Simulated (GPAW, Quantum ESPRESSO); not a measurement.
Consider ZnNi (P4/mmm).

```xyz
2
Lattice="2.7542 0.0000 0.0000 0.0000 2.7542 0.0000 0.0000 0.0000 3.2140" Properties=species:S:1:pos:R:3 pbc="T T T"
Zn    1.3771    1.3771    1.6070
Ni    0.0000    0.0000    0.0000
```

Absorber: atom 2, with 8 Zn at 2.52 Å, 4 Ni at 2.75 Å and 2 Ni at 3.21 Å (14-fold, site symmetry 4/mmm). Method: GPAW, LDA, excited-electron core hole (neutral cell), 16-atom cell with 6.4 Å between holes, 4×4×4 k points, dipole transitions, Gaussian full width 1.44 eV up to 4 eV, rising linearly to 3.5 eV at 25 eV.

The database entry behind the starting cell is an old determination (1936), so it need not match the best structure at ambient conditions.

Q: Predict the near-edge structure at the Ni K edge.

Main maxima up to 30 eV above the zero (height): 1.3 eV (0.56), 5.3 eV (0.84), 8.4 eV (1.02), 11.9 eV (1.29), 16.0 eV (1.48) and 25.7 eV (0.97). A K edge sees empty p states, which here mix into the lowest empty bands, so that weight starts at the zero. The total-energy difference is 8311.52 eV. The tabulated edge of the element is 8333 eV. The functional leaves an error in such absolute values: in the free atom LDA prices this hole 17.6 eV below PBE (computed apart), and PBE is itself good to a few eV.

The Ni K spectrum (energy from the lowest empty level; intensity scaled to a mean of 1 over the first 20 eV; polarised curves are means over the symmetry-equivalent atoms):

```tsv
E (eV)	isotropic	ε ⊥ c	ε ∥ c
-2.0	0.00	0.00	0.00
-1.0	0.02	0.01	0.03
0.0	0.24	0.21	0.30
1.0	0.55	0.52	0.60
2.0	0.54	0.51	0.58
3.0	0.46	0.42	0.55
4.0	0.58	0.50	0.75
5.0	0.82	0.75	0.96
6.0	0.79	0.68	1.01
7.0	0.77	0.73	0.87
8.0	0.99	1.04	0.91
9.0	0.97	1.02	0.87
10.0	0.97	1.00	0.91
11.0	1.19	1.25	1.08
12.0	1.29	1.34	1.18
13.0	1.25	1.25	1.25
14.0	1.29	1.28	1.31
15.0	1.41	1.42	1.40
16.0	1.48	1.46	1.52
17.0	1.41	1.40	1.42
18.0	1.27	1.36	1.08
19.0	1.20	1.33	0.94
20.0	1.13	1.20	0.99
21.0	1.01	1.03	0.96
22.0	0.91	0.93	0.86
23.0	0.88	0.89	0.86
24.0	0.92	0.89	0.99
25.0	0.96	0.88	1.12
26.0	0.97	0.86	1.18
27.0	0.96	0.85	1.18
28.0	0.95	0.86	1.15
29.0	0.95	0.87	1.11
30.0	0.94	0.88	1.07
31.0	0.92	0.88	0.98
32.0	0.88	0.88	0.87
```

The hole lies in one spin channel, while the script sums the empty states of both and takes the lower zero; where the two channels are split, this blurs and shifts the curve. Quadrupole 1s→3d transitions, which feed the pre-edge, are not in the dipole spectrum. The starting moments shrank to 0.00 μB or less, so this is hardly a magnetic state. The holes are only 6.4 Å apart, so the shape is probably not converged with cell size; no larger cell was run here. The mesh is coarse (0.32 Å⁻¹ between points), so small maxima may be mesh ripples. Lifetime broadening is put in by hand, and intensities beyond about 20 eV depend on it and on the partial waves. The structure is a published determination, not relaxed.

[Banner, clock and machine lines of the logs are left out without a mark of their own.]

[Logs are printed without paths, hosts, clocks, repeated set-up lines and the standing remarks that a program may print on its own settings, such as how far it seeks lower states.]

[Hosts, paths, dates, database ids (printed as entryN), source tags and the programs' standing remarks are cut or masked in the printed files.]

[Lists of maxima count a maximum above −3 eV only where it reaches 4 % of the highest in the window and stands out from its surroundings by 2 % of it (1.5 % where it reaches 55 %); shoulders and weaker maxima are passed over, and of the rest the first, up to two pre-edge ones and the few strongest are named.]
